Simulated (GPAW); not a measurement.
# The basis that the transmission of a Au chain with two Cl atoms in line needs, part 2 of 2

Aim: T(E), conductance and thermopower of a Au chain with two Cl atoms in line, and what cheaper settings cost in accuracy.

GPAW 26.7.0; GPAW LCAO, PAW setups; Landauer transmission from Green's functions with principal layers (ASE), zero bias.

So far, transmission at the Fermi level (one spin): step 2 (GPAW, dzp, PBE, GPAW) 0.902; step 3 (basis szp(dzp), PBE, GPAW) 0.929; step 4 (basis sz(dzp), PBE, GPAW) 0.952; step 5 (RPBE) 0.893.

**7. Comparison**

The curves are compared point by point over the common energies.

This step: comparison of transmission and cost over codes and levels (GPAW 26.7.0).

Ladder, by row:

```
    step  code  T at the Fermi level (sum over the listed spins)  conductance (G0)  r.m.s. T(E) from the first  wall time (s)  peak memory (GiB)  threads
     dzp  GPAW                                            0.9023            0.9292                           0          29.19               0.96        1
     szp  GPAW                                            0.9288            0.9563                      0.1433          25.88               0.94        1
      sz  GPAW                                            0.9515            0.9753                      0.1618          23.01               0.91        1
dzp-RPBE  GPAW                                             0.893            0.9198                     0.01872          30.43               0.96        1
```

Table of transmission, zone mean, sum over the listed spins by energy, zero at the Fermi level:

```
energy (eV)    dzp    szp     sz  dzp-RPBE
    -3.0000  0.965  0.972  0.931     0.966
    -2.7750   1.26   1.42   1.36      1.23
    -2.4750   2.92   2.98   2.69      2.93
    -2.4000   2.97   2.98   2.85      2.98
    -2.3250   2.99   2.94   2.94      2.99
    -2.2500   2.99   2.86   2.98      2.99
    -2.1750   2.96   2.79   2.99      2.96
    -2.0250   2.87   2.63   2.96      2.86
    -1.7250   2.60   2.32   2.80      2.58
    -1.5000   2.31   1.88   2.59      2.30
    -1.2750   1.70   1.40   1.78      1.72
    -0.9750   2.26   2.19   2.54      2.25
    -0.7500   2.46   2.53   2.81      2.46
    -0.5250   2.69   2.82   2.94      2.70
    -0.3000   2.87   2.93   2.87      2.88
    -0.2250   2.86   2.88   2.77      2.85
     0.0000  0.902  0.929  0.952     0.893
     0.2250  0.968  0.982  0.993     0.961
     0.5250  0.999  0.998  0.993     0.999
     0.7500  0.985  0.981  0.970     0.989
     0.9750  0.953  0.954  0.940     0.959
     1.2750  0.899  0.914  0.899     0.907
     1.5000  0.856  0.885  0.871     0.864
     1.7250  0.814  0.859  0.847     0.822
     2.0250  0.762  0.828  0.821     0.770
     2.2500  0.727  0.809  0.807     0.735
     2.4750  0.697  0.793  0.796     0.705
     2.7750  0.664  0.777  0.787     0.672
     3.0000  0.646  0.770  0.785     0.653
```

**8. Density threshold 0.01**

The Hamiltonian is taken from the last density. The density threshold is one of the tests that end the cycle; the energy must settle too, so a loose value may not be the test that decides.

This step: GPAW LCAO, PAW setups; Landauer transmission from Green's functions with principal layers (ASE), zero bias (GPAW 26.7.0).

Input file run.py:

```python
import json
import numpy as np
from ase import Atoms
from ase.transport.calculators import TransportCalculator
from gpaw import GPAW, FermiDirac
from gpaw.lcao.tools import get_lcao_hamiltonian
from scipy.linalg import eigh

# The junction with lead layers at both ends, along the third cell vector
device = Atoms(
    ['Au', 'Au', 'Au', 'Au', 'Au', 'Cl', 'Cl', 'Au', 'Au', 'Au', 'Au', 'Au'],
    positions=[
        [4.50000, 4.50000, 1.30000],
        [4.50000, 4.50000, 3.90000],
        [4.50000, 4.50000, 6.50000],
        [4.50000, 4.50000, 9.10000],
        [4.50000, 4.50000, 11.70000],
        [4.50000, 4.50000, 13.91420],
        [4.50000, 4.50000, 15.85420],
        [4.50000, 4.50000, 18.06840],
        [4.50000, 4.50000, 20.66840],
        [4.50000, 4.50000, 23.26840],
        [4.50000, 4.50000, 25.86840],
        [4.50000, 4.50000, 28.46840]],
    cell=[[9.0, 0.0, 0.0], [0.0, 9.0, 0.0], [0.0, 0.0, 29.7684]],
    pbc=True)

# One principal layer of the lead: the first 3 atoms of the device
lead = Atoms(
    ['Au', 'Au', 'Au'],
    positions=[
        [4.50000, 4.50000, 1.30000],
        [4.50000, 4.50000, 3.90000],
        [4.50000, 4.50000, 6.50000]],
    cell=[[9.0, 0.0, 0.0], [0.0, 9.0, 0.0], [0.0, 0.0, 7.8]],
    pbc=True)

settings = dict(mode='lcao', basis='dzp', xc='PBE', h=0.2,
                occupations=FermiDirac(0.1), maxiter=250,
                mixer=dict(beta=0.1, nmaxold=8, weight=100.0),
                convergence=dict(density=0.01))
energies = np.arange(-3, 3 + 1e-9, 0.075)
eta = 0.0001
n1, n2 = 1, 1
# k and -k transmit alike, so half of the mesh across the current serves
mesh = [(i, j) for i in range(n1) for j in range(n2) if (i, j) <= (-i % n1, -j % n2)]
weights = np.array([1 if (i, j) == (-i % n1, -j % n2) else 2 for i, j in mesh]) / (n1 * n2)

# [... helper functions left out ...]
fermi_lead = ground_state(lead, (1, 1, 15), 'lead.txt')
fermi_device = ground_state(device, (1, 1, 3), 'device.txt')
# [... loop over the mesh left out, but for ...]
        # Shift the lead onto the potential of the device's first layer
        shift = ((H[:, 0, 0] - H0[:, 0, 0]) / S0[0, 0]).real.mean()
# [...]
kT = 8.617333e-5 * 300
bias = [0.1, 0.2, 0.5, 1.0, 1.5, 2.0]
# [... integrals and printing left out ...]
```

On the command line:

```
$ OMP_NUM_THREADS=1 OPENBLAS_NUM_THREADS=1 python run.py
```

The log of the run:

```text
basis functions: device 176, principal layer 45
Fermi level: lead -4.6478 eV, device -4.5623 eV; lead shifted by 0.0125 eV
largest coupling past the next layer 2.46e-07 eV, largest misfit of the first layer 0.028 eV
  E-E_F (eV)   T (one spin)  [channel counts left out]
    -3.000    9.6851e-01
    -2.925    9.7532e-01
    -2.850    9.8085e-01
    -2.775    1.2529e+00
    -2.700    2.0526e+00
    -2.625    2.5535e+00
    -2.550    2.8135e+00
    -2.475    2.9337e+00
    -2.400    2.9817e+00
    -2.325    2.9906e+00
    -2.250    2.9779e+00
    -2.175    2.9389e+00
    -2.100    2.8901e+00
    -2.025    2.8310e+00
    -1.950    2.7661e+00
    -1.875    2.6994e+00
[...]
2.475    6.9404e-01
     2.550    6.8516e-01
     2.625    6.7684e-01
     2.700    6.6911e-01
     2.775    6.6196e-01
     2.850    6.5542e-01
     2.925    6.4948e-01
     3.000    6.4417e-01
conductance at 300 K: 0.93278 G0 a cell; thermopower 8.836 uV/K
current from the zero-bias T(E) at 0.1 V: 7.3512 uA
current from the zero-bias T(E) at 0.2 V: 15.724 uA
current from the zero-bias T(E) at 0.5 V: 54.289 uA
current from the zero-bias T(E) at 1.0 V: 128.47 uA
current from the zero-bias T(E) at 1.5 V: 199.07 uA
current from the zero-bias T(E) at 2.0 V: 264.94 uA
```

Run time: 24 s. Hardware: 1 thread of Arm Neoverse V2, shared host; peak memory 0.96 GiB.

The run finished with changed settings (conv = 0.01); it serves as a test.

Side by side:

```
                                           quantity  this run  sound run  difference
                                   conductance (G₀)   0.93278    0.92918     0.00360
largest coupling past the next principal layer (eV)  2.459e-7   2.459e-7    -1.5e-11
   largest misfit of the first principal layer (eV)  0.027656   0.027301      3.5e-4
                    shift that aligns the lead (eV)  0.012500  -4.063e-7      0.0125
         transmission at the Fermi level (one spin)   0.90830    0.90227     0.00603
```

**9. Another change of settings**

A last run, with other settings again.

Changes to run.py since step 8:

```diff
@@ -34,3 +34,3 @@
         [4.50000, 4.50000, 6.50000]],
-    cell=[[9.0, 0.0, 0.0], [0.0, 9.0, 0.0], [0.0, 0.0, 7.8]],
+    cell=[[9.0, 0.0, 0.0], [0.0, 9.0, 0.0], [0.0, 0.0, 7.02]],
     pbc=True)
@@ -38,5 +38,5 @@
 settings = dict(mode='lcao', basis='dzp', xc='PBE', h=0.2,
-                occupations=FermiDirac(0.1), maxiter=250,
+                occupations=FermiDirac(0.1), maxiter=100,
                 mixer=dict(beta=0.1, nmaxold=8, weight=100.0),
-                convergence=dict(density=0.01))
+                convergence=dict(density=0.0001))
 energies = np.arange(-3, 3 + 1e-9, 0.075)
```

The log of the run:

```text
basis functions: device 176, principal layer 45
Fermi level: lead -3.8374 eV, device -4.5638 eV; lead shifted by 1.6115 eV
largest coupling past the next layer 1.09e-04 eV, largest misfit of the first layer 1.602 eV
  E-E_F (eV)   T (one spin)  [channel counts left out]
    -3.000    2.0033e-09
    -2.925    5.0499e-09
    -2.850    4.7029e-08
    -2.775    4.2320e-08
    -2.700    5.7289e-09
    -2.625    1.1156e-07
    -2.550    2.0896e-09
    -2.475    2.9733e-09
    -2.400    3.4004e-09
    -2.325    5.3128e-09
    -2.250    2.8923e-06
    -2.175    2.9089e-02
    -2.100    1.2771e-01
    -2.025    7.3033e-01
    -1.950    4.6118e-01
    -1.875    1.2579e-01
[...]
2.475    1.2179e-08
     2.550    3.5873e-08
     2.625    4.8121e-02
     2.700    1.7269e-01
     2.775    2.9086e-01
     2.850    4.0657e-01
     2.925    5.1994e-01
     3.000    6.2818e-01
conductance at 300 K: 0.013447 G0 a cell; thermopower 314.8 uV/K
current from the zero-bias T(E) at 0.1 V: 0.15695 uA
current from the zero-bias T(E) at 0.2 V: 0.59649 uA
current from the zero-bias T(E) at 0.5 V: 3.2911 uA
current from the zero-bias T(E) at 1.0 V: 31.472 uA
current from the zero-bias T(E) at 1.5 V: 58.609 uA
current from the zero-bias T(E) at 2.0 V: 80.293 uA
```

Wall time 30 s (1 thread); peak memory 0.95 GiB.

The run finished. A setting was moved off its sound value on purpose, so it serves as a test and not as the result.

The fault put into the input: a lead period that doesn't match its atoms (period = 7.02).

The two runs compared:

```
                                           quantity  this run  sound run  difference
                                   conductance (G₀)  0.013447    0.92918      -0.916
largest coupling past the next principal layer (eV)  1.093e-4   2.459e-7      1.1e-4
   largest misfit of the first principal layer (eV)    1.6017   0.027301        1.57
                    shift that aligns the lead (eV)    1.6115  -4.063e-7        1.61
         transmission at the Fermi level (one spin)  2.086e-6    0.90227      -0.902
```

One result that differs is the transmission at the Fermi level (one spin), 2.1e-6 against 0.902.

**10. Results**

```yaml
conductance: 0.929 G₀
transmission_at_the_fermi_level_mean_of_the_spins: 0.902
```

**Reading.** In the dzp basis the junction conducts 0.929 G₀ at 300 K, with T = 0.902 a spin at the Fermi level; the sz basis reaches that conductance within 10 %. At the Fermi level one eigenchannel carries the current (0.90). Measured against the first run (dzp), the nearest curve is that of dzp-RPBE (r.m.s. 0.019) and the farthest that of sz (0.16). Over the compared runs wall time goes from 23 s (sz) to 30 s (dzp-RPBE), on a shared host. The geometry was built from estimated bond lengths and not relaxed, so the numbers describe this model structure. Spin-orbit coupling is left out, which matters for the heavy atoms here. An evenly spaced straight chain is an idealisation: free chains tend to dimerise, zigzag or, where a band edge lies near the Fermi level, turn magnetic. The currents use the zero-bias T(E) throughout, which holds only while the bias is small against the distance to the nearest feature. The thermopower isn't quoted: it samples T(E) farther from the Fermi level than the conductance does, and the energy grid wasn't tested for it.

[Logs are printed without paths, hosts, clocks, repeated set-up lines and the standing remarks that a program may print on its own settings, such as how far it seeks lower states.]

[Hosts, paths, dates, database ids (printed as entryN), source tags and the programs' standing remarks are cut or masked in the printed files.]
